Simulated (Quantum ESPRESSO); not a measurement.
# MnSe: parallel and opposed starts, part 2 of 2

Wanted: the moments of MnSe and the energy of each order that was tried.

Quantum ESPRESSO 7.5; PBEsol with U = 4 eV on Mn d (ortho-atomic projectors); plane waves with GBRV 1.5 PBEsol potentials, no spin-orbit coupling.

So far: Starting point; Start 1: ferro +.

The database entry behind the starting cell differs from later determinations by our own check (about 0.4 % short), so it need not match the best structure at ambient conditions.

### 3. Run 2 (antiferro q=(0,1/2,1/2) +−)

The cell is doubled to 4 atoms to hold this order. The wavevector q is in fractions of the reciprocal vectors of the crystal's primitive cell, as the cells of these inputs are built from it; moments change sign between cells as cos(2π q·R).

Contents of pw.in:

```
&CONTROL
  calculation = 'scf'
  prefix = 'pwscf'
  outdir = './tmp'
  pseudo_dir = './pseudo'
  disk_io = 'nowf'
/
&SYSTEM
  ibrav = 0
  celldm(1) = 8
  nat = 4
  ntyp = 3
  ecutwfc = 40
  ecutrho = 280
  nbnd = 30
  occupations = 'smearing'
  smearing = 'fd'
  degauss = 0.00734986
  nspin = 2
  starting_magnetization(1) = 0.3
  starting_magnetization(2) = -0.3
  starting_magnetization(3) = 0
/
&ELECTRONS
  conv_thr = 8d-09
  electron_maxstep = 150
  mixing_beta = 0.3
/
ATOMIC_SPECIES
Mn1    54.9380 mn_pbesol_v1.5.uspp.F.UPF
Mn2    54.9380 mn_pbesol_v1.5.uspp.F.UPF
Se     78.9710 se_pbesol_v1.uspp.F.UPF
CELL_PARAMETERS alat
   0.0000000000000    0.6425068823728    0.6425068823728
   1.2850137647455    0.0000000000000    1.2850137647455
   1.2850137647455    0.6425068823728    0.6425068823728
ATOMIC_POSITIONS crystal
Mn1     0.0000000000    0.0000000000    0.0000000000
Mn2     0.0000000000    0.5000000000    0.0000000000
Se      0.5000000000    0.0000000000    0.5000000000
Se      0.5000000000    0.5000000000    0.5000000000
K_POINTS automatic
8 4 8 0 0 0
HUBBARD {ortho-atomic}
U Mn1-3d 4.0000
U Mn2-3d 4.0000
```

Command:

```sh
$ OMP_NUM_THREADS=1 mpirun -n 4 pw.x -nk 4 -in pw.in > pw.out
```

The log of the run:

```text
[banner, memory and clock lines left out]
Program PWSCF v.7.5 starts

     Message from routine setup:
     using ibrav=0 with symmetry is DISCOURAGED, use correct ibrav instead

     bravais-lattice index     =            0
     lattice parameter (alat)  =       8.0000  a.u.
     unit-cell volume          =     543.2044 (a.u.)^3
     number of atoms/cell      =            4
     number of atomic types    =            3
     number of electrons       =        42.00
     number of Kohn-Sham states=           30
     kinetic-energy cutoff     =      40.0000  Ry
     charge density cutoff     =     280.0000  Ry
     scf convergence threshold =      8.0E-09
     mixing beta               =       0.3000
     number of iterations used =            8  plain     mixing
     Exchange-correlation= SLA  PW   PSX  PSC
                           (   1   4  10   8   0   0   0)
     Hubbard projectors: ortho-atomic
     Hubbard parameters of DFT+U (Dudarev formulation) in eV:
     U(Mn1-3d) =  4.0000
     U(Mn2-3d) =  4.0000

     Internal variables: lda_plus_u =T, lda_plus_u_kind = 0

     Internal variables: orbital_resolved =F, hub_pot_fix =F, apply_U = F

     celldm(1)=   8.000000  celldm(2)=   0.000000  celldm(3)=   0.000000
     celldm(4)=   0.000000  celldm(5)=   0.000000  celldm(6)=   0.000000

     crystal axes: (cart. coord. in units of alat)
               a(1) = (   0.000000   0.642507   0.642507 )
               a(2) = (   1.285014   0.000000   1.285014 )
               a(3) = (   1.285014   0.642507   0.642507 )

     reciprocal axes: (cart. coord. in units 2 pi/alat)
               b(1) = ( -0.778202  0.778202  0.778202 )
               b(2) = ( -0.000000 -0.778202  0.778202 )
               b(3) = (  0.778202  0.778202 -0.778202 )

     PseudoPot. # 1 for Mn read from file:
     mn_pbesol_v1.5.uspp.F.UPF
     Pseudo is Ultrasoft + core correction, Zval = 15.0

     PseudoPot. # 2 for Mn read from file:
     mn_pbesol_v1.5.uspp.F.UPF
     Pseudo is Ultrasoft + core correction, Zval = 15.0

     PseudoPot. # 3 for Se read from file:
     se_pbesol_v1.uspp.F.UPF
     Pseudo is Ultrasoft + core correction, Zval =  6.0

     atomic species   valence    mass     pseudopotential
     Mn1              15.00    54.93800     Mn( 1.00)
     Mn2              15.00    54.93800     Mn( 1.00)
     Se                6.00    78.97100     Se( 1.00)

     Starting magnetic structure
     atomic species   magnetization
     Mn1             0.300
     Mn2            -0.300
     Se              0.000

     16 Sym. Ops., with inversion, found

   Cartesian axes

     site n.     atom                  positions (alat units)
         1        Mn1    tau(   1) = (   0.0000000   0.0000000   0.0000000  )
         2        Mn2    tau(   2) = (   0.6425069   0.0000000   0.6425069  )
         3        Se     tau(   3) = (   0.6425069   0.6425069   0.6425069  )
         4        Se     tau(   4) = (   1.2850138   0.6425069   1.2850138  )

     number of k points=    39  Fermi-Dirac smearing, width (Ry)=  0.0073
                       cart. coord. in units 2pi/alat
        k(    1) = (   0.0000000   0.0000000   0.0000000), wk =   0.0039062
        k(    2) = (   0.0972752   0.0972752  -0.0972752), wk =   0.0312500
        k(    3) = (   0.1945504   0.1945504  -0.1945504), wk =   0.0312500
        k(    4) = (   0.2918257   0.2918257  -0.2918257), wk =   0.0312500
        k(    5) = (  -0.3891009  -0.3891009   0.3891009), wk =   0.0078125
        [... 34 further k-points ...]

     Dense  grid:    43103 G-vectors     FFT dimensions: (  40,  80,  72)

     Smooth grid:    18649 G-vectors     FFT dimensions: (  30,  60,  54)

     Check: negative core charge=   -0.000028
     Generating pointlists ...
     new r_m :   0.2650 (alat units)  2.1203 (a.u.) for type    1
     new r_m :   0.2650 (alat units)  2.1203 (a.u.) for type    2
     new r_m :   0.2650 (alat units)  2.1203 (a.u.) for type    3

     Initial potential from superposition of free atoms

     starting charge      40.9997, renormalised to      42.0000

     STARTING HUBBARD OCCUPATIONS:

     =================== HUBBARD OCCUPATIONS ===================
     ------------------------ ATOM    1 ------------------------
     Tr[ns(  1)] (up, down, total) =   5.00000  0.00000  5.00000
     Atomic magnetic moment for atom   1 =   5.00000
     [... lines left out ...]
     ------------------------ ATOM    2 ------------------------
     Tr[ns(  2)] (up, down, total) =   0.00000  5.00000  5.00000
     Atomic magnetic moment for atom   2 =  -5.00000
     [... lines left out ...]
     Number of occupied Hubbard levels =   10.0000

     Atomic wfc used for Hubbard projectors are orthogonalized

     Starting wfcs are   34 randomized atomic wfcs

     Self-consistent Calculation

     iteration #  1     ecut=    40.00 Ry     beta= 0.30
     Davidson diagonalization with overlap
     ethr =  1.00E-02,  avg # of iterations =  4.6

     =================== HUBBARD OCCUPATIONS ===================
     ------------------------ ATOM    1 ------------------------
     Tr[ns(  1)] (up, down, total) =   4.86603  0.14442  5.01045
     Atomic magnetic moment for atom   1 =   4.72160
     [... lines left out ...]
     ------------------------ ATOM    2 ------------------------
     Tr[ns(  2)] (up, down, total) =   0.14443  4.86604  5.01047
     Atomic magnetic moment for atom   2 =  -4.72161
     [... lines left out ...]
     Number of occupied Hubbard levels =   10.0209

     total energy              =    -508.56443140 Ry
     estimated scf accuracy    <       0.90757638 Ry

     total magnetization       =    -0.00 Bohr mag/cell
     absolute magnetization    =     9.71 Bohr mag/cell

     iteration #  2     ecut=    40.00 Ry     beta= 0.30
     Davidson diagonalization with overlap
     ethr =  2.16E-03,  avg # of iterations =  2.0

     total energy              =    -508.70585514 Ry
     estimated scf accuracy    <       0.05244798 Ry

     total magnetization       =    -0.00 Bohr mag/cell
     absolute magnetization    =     9.73 Bohr mag/cell

     [... further iterations left out ...]

     iteration # 11     ecut=    40.00 Ry     beta= 0.30
     Davidson diagonalization with overlap
     ethr =  1.33E-09,  avg # of iterations =  2.5

     negative rho (up, down):  3.983E-04 3.983E-04

     total energy              =    -508.72818178 Ry
     estimated scf accuracy    <       0.00000001 Ry

     total magnetization       =     0.00 Bohr mag/cell
     absolute magnetization    =     9.76 Bohr mag/cell

     iteration # 12     ecut=    40.00 Ry     beta= 0.30
     Davidson diagonalization with overlap
     ethr =  2.40E-11,  avg # of iterations =  5.6

     negative rho (up, down):  3.982E-04 3.982E-04

     Magnetic moment per site  (integrated on atomic sphere of radius R)
     atom   1 (R=0.265)  charge= 13.2984  magn=  4.5373
     atom   2 (R=0.265)  charge= 13.2984  magn= -4.5373
     atom   3 (R=0.265)  charge=  4.3997  magn= -0.0243
     atom   4 (R=0.265)  charge=  4.3997  magn=  0.0243

     End of self-consistent calculation

     =================== HUBBARD OCCUPATIONS ===================
     ------------------------ ATOM    1 ------------------------
     Tr[ns(  1)] (up, down, total) =   4.97142  0.27196  5.24337
     Atomic magnetic moment for atom   1 =   4.69946
     [... lines left out ...]
     ------------------------ ATOM    2 ------------------------
     Tr[ns(  2)] (up, down, total) =   0.27195  4.97141  5.24337
     Atomic magnetic moment for atom   2 =  -4.69946
     [... lines left out ...]
     Number of occupied Hubbard levels =   10.4867

     [... lines left out ...]
     the Fermi energy is     9.6958 ev

!    total energy              =    -508.72818179 Ry
     estimated scf accuracy    <          6.9E-09 Ry
     smearing contrib. (-TS)   =      -0.00025874 Ry
     internal energy E=F+TS    =    -508.72792305 Ry

     The total energy is F=E-TS. E is the sum of the following terms:
     one-electron contribution =    -280.01190176 Ry
     hartree contribution      =     154.02685222 Ry
     xc contribution           =    -111.85446631 Ry
     ewald contribution        =    -270.97003916 Ry
     Hubbard energy            =       0.08163196 Ry

     total magnetization       =     0.00 Bohr mag/cell
     absolute magnetization    =     9.76 Bohr mag/cell

     convergence has been achieved in  12 iterations
```

It took 2 min on 4 MPI ranks of Arm Neoverse N1, shared host; peak memory 0.66 GiB.

Spin moment in the atom's sphere by atom:

```
atom  spin moment in the atom's sphere (μB)
 Mn1                                   4.54
 Mn2                                  -4.54
 Se3                                  -0.02
 Se4                                   0.02
```

This step gave:

```yaml
smearing_term_ts: 0.003520 eV
magnetization: 0 μB
absolute_magnetization: 9.757 μB
final_state: antiferromagnetic
```

### 4. Start 3: antiferro q=(0,0,1/2) +−

The cell is doubled to 4 atoms to hold this order.

Changes to pw.in since step 3:

```diff
@@ -34,11 +34,11 @@
    0.0000000000000    0.6425068823728    0.6425068823728
-   1.2850137647455    0.0000000000000    1.2850137647455
-   1.2850137647455    0.6425068823728    0.6425068823728
+   0.6425068823728    0.0000000000000    0.6425068823728
+   1.2850137647455    1.2850137647455    0.0000000000000
 ATOMIC_POSITIONS crystal
 Mn1     0.0000000000    0.0000000000    0.0000000000
-Mn2     0.0000000000    0.5000000000    0.0000000000
-Se      0.5000000000    0.0000000000    0.5000000000
-Se      0.5000000000    0.5000000000    0.5000000000
+Mn2     0.0000000000    0.0000000000    0.5000000000
+Se      0.5000000000    0.5000000000    0.2500000000
+Se      0.5000000000    0.5000000000    0.7500000000
 K_POINTS automatic
-8 4 8 0 0 0
+8 8 4 0 0 0
 HUBBARD {ortho-atomic}
```

The log of the run:

```text
     [... lines left out ...]
Program PWSCF v.7.5 starts
     [... lines left out ...]
     number of atoms/cell      =            4
     [... lines left out ...]
     number of electrons       =        42.00
     number of Kohn-Sham states=           30
     kinetic-energy cutoff     =      40.0000  Ry
     charge density cutoff     =     280.0000  Ry
     scf convergence threshold =      8.0E-09
     [... lines left out ...]
     12 Sym. Ops., with inversion, found
     [... lines left out ...]
     number of k points=    35  Fermi-Dirac smearing, width (Ry)=  0.0073
     [... lines left out ...]
     iteration # 15     ecut=    40.00 Ry     beta= 0.30
     [... lines left out ...]
     Magnetic moment per site  (integrated on atomic sphere of radius R)
     atom   1 (R=0.265)  charge= 13.3089  magn=  4.4732
     atom   2 (R=0.265)  charge= 13.3089  magn= -4.4732
     atom   3 (R=0.265)  charge=  4.3964  magn= -0.0000
     atom   4 (R=0.265)  charge=  4.3964  magn= -0.0000
     [... lines left out ...]
     Tr[ns(  1)] (up, down, total) =   4.97053  0.30354  5.27407
     [... lines left out ...]
     Tr[ns(  2)] (up, down, total) =   0.30354  4.97053  5.27407
     [... lines left out ...]
     the Fermi energy is     9.6831 ev
!    total energy              =    -508.73200148 Ry
     estimated scf accuracy    <          1.2E-09 Ry
     smearing contrib. (-TS)   =      -0.00000405 Ry
     [... lines left out ...]
     total magnetization       =    -0.00 Bohr mag/cell
     absolute magnetization    =     9.48 Bohr mag/cell
     convergence has been achieved in  15 iterations
```

The job ended after 76 s (4 MPI ranks; peak memory 0.54 GiB).

Spin moment in the atom's sphere by atom:

```
atom  spin moment in the atom's sphere (μB)
 Mn1                                   4.47
 Mn2                                  -4.47
 Se3                                   0.00
 Se4                                   0.00
```

This step gave:

| Item | Value |
| --- | --- |
| smearing term TS | 5.52e-5 eV |
| magnetization | 0 μB |
| absolute magnetization | 9.478 μB |
| final state | antiferromagnetic |

### 5. Run 4 (antiferro q=(0,1/2,1/2) +−)

The cell is doubled to 4 atoms to hold this order.

Changes to pw.in since step 4:

```diff
@@ -34,11 +34,11 @@
    0.0000000000000    0.6425068823728    0.6425068823728
-   0.6425068823728    0.0000000000000    0.6425068823728
-   1.2850137647455    1.2850137647455    0.0000000000000
+   1.2850137647455    0.0000000000000    1.2850137647455
+   1.2850137647455    0.6425068823728    0.6425068823728
 ATOMIC_POSITIONS crystal
 Mn1     0.0000000000    0.0000000000    0.0000000000
-Mn2     0.0000000000    0.0000000000    0.5000000000
-Se      0.5000000000    0.5000000000    0.2500000000
-Se      0.5000000000    0.5000000000    0.7500000000
+Mn2     0.0000000000    0.5000000000    0.0000000000
+Se      0.5000000000    0.0000000000    0.5000000000
+Se      0.5000000000    0.5000000000    0.5000000000
 K_POINTS automatic
-8 8 4 0 0 0
+8 4 8 0 0 0
 HUBBARD {ortho-atomic}
```

The log of the run:

```text
     [... lines left out ...]
Program PWSCF v.7.5 starts
     [... lines left out ...]
     number of atoms/cell      =            4
     [... lines left out ...]
     number of electrons       =        42.00
     number of Kohn-Sham states=           30
     kinetic-energy cutoff     =      40.0000  Ry
     charge density cutoff     =     280.0000  Ry
     scf convergence threshold =      8.0E-09
     [... lines left out ...]
     16 Sym. Ops., with inversion, found
     [... lines left out ...]
     number of k points=    39  Fermi-Dirac smearing, width (Ry)=  0.0073
     [... lines left out ...]
     iteration # 12     ecut=    40.00 Ry     beta= 0.30
     [... lines left out ...]
     Magnetic moment per site  (integrated on atomic sphere of radius R)
     atom   1 (R=0.265)  charge= 13.2984  magn=  4.5373
     atom   2 (R=0.265)  charge= 13.2984  magn= -4.5373
     atom   3 (R=0.265)  charge=  4.3997  magn= -0.0243
     atom   4 (R=0.265)  charge=  4.3997  magn=  0.0243
     [... lines left out ...]
     Tr[ns(  1)] (up, down, total) =   4.97142  0.27196  5.24337
     [... lines left out ...]
     Tr[ns(  2)] (up, down, total) =   0.27195  4.97141  5.24337
     [... lines left out ...]
     the Fermi energy is     9.6958 ev
!    total energy              =    -508.72818179 Ry
     estimated scf accuracy    <          6.9E-09 Ry
     smearing contrib. (-TS)   =      -0.00025874 Ry
     [... lines left out ...]
     total magnetization       =     0.00 Bohr mag/cell
     absolute magnetization    =     9.76 Bohr mag/cell
     convergence has been achieved in  12 iterations
```

Wall time 2 min (4 MPI ranks); peak memory 0.66 GiB; 8.1 min of CPU time.

This step gave:

```yaml
smearing_term_ts: 0.003520 eV
magnetization: 0 μB
absolute_magnetization: 9.757 μB
final_state: antiferromagnetic
largest_moment: 4.537 μB
```

### 6. The states side by side

An order is kept where moments of 0.15 μB or more survive with the typed signs; meshes match where a doubled cell samples the same k points as the first cell.

Orders:

```
                     start        final state  typed order kept  energy over the lowest (meV a seeded atom)  largest site moment (μB)  net moment (μB a cell of the first run)  mesh matched  CPU time (s)
                   ferro +      ferromagnetic               yes                                       35.28                     4.564                                        5           yes         59.44
antiferro q=(0,1/2,1/2) +-  antiferromagnetic               yes                                       25.98                     4.537                                        0           yes         473.7
  antiferro q=(0,0,1/2) +-  antiferromagnetic               yes                                           0                     4.473                                        0           yes         304.8
antiferro q=(0,1/2,1/2) +-  antiferromagnetic               yes                                       25.98                     4.537                                        0           yes         484.5
```

### 7. Occupations of the corrected shells in the lowest state

Occupations of the Hubbard shells:

```
block  type  shell  spin  electrons             occupation numbers
    1   Mn1     3d    up      4.971  0.990 0.990 0.996 0.996 0.997
    1   Mn1     3d  down     0.3035  0.022 0.022 0.022 0.119 0.119
    2   Mn2     3d    up     0.3035  0.022 0.022 0.022 0.119 0.119
    2   Mn2     3d  down      4.971  0.990 0.990 0.996 0.996 0.997
```

### 8. Outcome

| Property | Result |
| --- | --- |
| lowest state found | antiferromagnetic (from antiferro q=(0,0,1/2) +-) |
| largest site moment | 4.47 μB |
| next state with moments | antiferromagnetic, 26.0 meV a seeded atom higher |

This is the lowest of 4 collinear or spinless starts, no proof of the ground state. Energies are free energies at an electronic temperature of 1160 K, which lowers moments and differences where the moments are itinerant.

[Logs and program files are shortened in this print: banners, set-up blocks, solver, clock and traceback lines can be left out without a mark of their own.]

[Logs are printed without paths, hosts, clocks, repeated set-up lines and the standing remarks that a program may print on its own settings, such as how far it seeks lower states.]

[Hosts, paths, dates, database ids (printed as entryN), source tags and the programs' standing remarks are cut or masked in the printed files.]

[Where a cell is said to come from a database of computed structures, the database is the Materials Project.]
